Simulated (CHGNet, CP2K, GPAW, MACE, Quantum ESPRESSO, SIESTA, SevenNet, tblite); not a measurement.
# Which run comes nearest? TiO2(110) slab (48 atoms)

The cell holds 48 atoms: 16 Ti and 32 O. Its edges and angles: a = 5.918 Å, b = 6.497 Å, c = 24.279 Å, α = 90.0°, β = 90.0°, γ = 90.0°. It derives from TiO2 (rutile). Rutile TiO2 (cell 4.594, 4.594, 2.959, 90, 90, 90), (110) slab of 4 repeat layers, 2 x 1 surface cells, 12 Å of vacuum; every coordinate displaced by a Gaussian of 0.02 Å. Then every atom was moved at random, 0.05 Å r.m.s. a Cartesian component. Vacuum lies along c.

Geometry: as built.

The reference, a calculation:

```
method                 : Kohn-Sham DFT, PBE, SSSP efficiency 1.3.0 pseudopotentials, plane waves (Quantum ESPRESSO 7.5); sssp-pbe-1.3.0-efficiency, cutoffs 60/480 Ry, Γ point
r.m.s. force component : 1.823 eV/Å
longest force          : 9.495 eV/Å
time                   : 2.4 min on 4 MPI ranks of Arm Neoverse V1, shared host
CPU time               : 9.6 min
```

**Question.** The same geometry is run in other programs. How far does each lie from the reference, and what does it cost?
- SIESTA PBE, DZP, shift 0.01 Ry, mesh 500 Ry (SIESTA 5.4.2; 2 MPI ranks)
- QE PBE, sg15-1.2, 60/240 Ry (Quantum ESPRESSO 7.5; 2 MPI ranks)
- GPAW LDA, LCAO dzp, h 0.18 Å (GPAW 26.7.0; 1 thread)
- MACE MP-0b2 small potential (MACE MP-0b2 small; 1 thread)
- tblite GFN1-xTB (tblite 0.8.0; 1 thread)
- CP2K PBE+D3(BJ), DZVP-MOLOPT-SR, 800/50 Ry, diagonalisation (CP2K 2026.2; 4 MPI ranks)
- GPAW PBE, LCAO dzp, h 0.22 Å (GPAW 26.7.0; 1 thread)
- CP2K PBE, DZVP-MOLOPT-SR, 280/50 Ry, diagonalisation (CP2K 2026.2; 2 threads)
- CP2K PBE, DZVP-MOLOPT-SR, 400/50 Ry, diagonalisation (CP2K 2026.2; 2 threads)
- CP2K PBE, SZV-MOLOPT-SR, 800/50 Ry, diagonalisation (CP2K 2026.2; 2 threads)

Differences are against the plane-wave reference, forces as r.m.s. over components; share is that over the reference's r.m.s. force, slope the least-squares factor from reference forces to these. Total energies of different programs have different zeros and aren't compared.

```tsv
run	Δ force, r.m.s. (meV/Å)	share (%)	slope	cores	CPU time	memory (GiB)
reference	-	-	-	4	9.6 min	2.6
SIESTA PBE, DZP, shift 0.01 Ry, mesh 500 Ry	84.2	4.62	1.024	2	7 min	1.4
QE PBE, sg15-1.2, 60/240 Ry (coarse)	32.4	1.78	1.008	2	7 min	0.88
GPAW LDA, LCAO dzp, h 0.18 Å	105	5.75	1.021	1	7 min	1.2
MACE MP-0b2 small potential	493	27.1	0.847	1	6.5 s	0.65
tblite GFN1-xTB	899	49.3	0.571	1	3.1 s	0.1
CP2K PBE+D3(BJ), DZVP-MOLOPT-SR, 800/50 Ry, diagonalisation	44.6	2.45	1.009	4	11 min	5.7
GPAW PBE, LCAO dzp, h 0.22 Å (coarse)	203	11.2	1.027	1	4.7 min	0.75
CP2K PBE, DZVP-MOLOPT-SR, 280/50 Ry, diagonalisation (coarse)	100	5.49	1.014	2	7.2 min	1.2
CP2K PBE, DZVP-MOLOPT-SR, 400/50 Ry, diagonalisation (coarse)	89.7	4.92	1.015	2	7.7 min	1.6
CP2K PBE, SZV-MOLOPT-SR, 800/50 Ry, diagonalisation (coarse)	405	22.2	1.064	2	5.6 min	4.5
```

Rows marked coarse were listed beforehand as settings not expected to be converged; some can still land near the reference.

Times of the machine-learned potentials are mostly Python's start and the loading of weights.

CPU time is summed over cores on a shared host, where runs went side by side, so it is rough. Symmetry, cutoffs, thresholds, outputs and thread counts weren't matched or tuned between programs; memory under MPI is the largest rank's times the ranks.

The PBE run in local orbitals, coarse settings apart, differs by 4.6 % (SIESTA PBE, DZP, shift 0.01 Ry, mesh 500 Ry); basis, grid and potentials can all enter. Tight binding differs by 49 % (tblite GFN1-xTB); it is another model, with fitted parameters of its own, and the xTB methods hold dispersion. Machine-learned potentials differ by 27 % (MACE MP-0b2 small potential); they were trained on other programs' data. Among those trained on PBE data the slope goes as low as 0.85, which softening far from their training structures can give, though the reference's k-sampling is untested too. Rows with another functional or a dispersion term differ by 2.4 % (CP2K PBE+D3(BJ), DZVP-MOLOPT-SR, 800/50 Ry, diagonalisation) to 5.7 % (GPAW LDA, LCAO dzp, h 0.18 Å), which mixes the change of model with differences of basis and potentials. Periodic xTB results under one method name differ between programs and library versions. Machine-learned potentials mimic data converged in k, so the reference's own k-point error enters their differences. The runs have no spin polarisation, so any moments at edges, vacancies or dangling bonds can't form. The electronic-structure runs sample only Γ, in a cell whose shortest periodic width is 6 Å.

[Logs are printed without paths, hosts, clocks, repeated set-up lines and the standing remarks that a program may print on its own settings, such as how far it seeks lower states.]

[Hosts, paths, dates, database ids (printed as entryN), source tags and the programs' standing remarks are cut or masked in the printed files.]
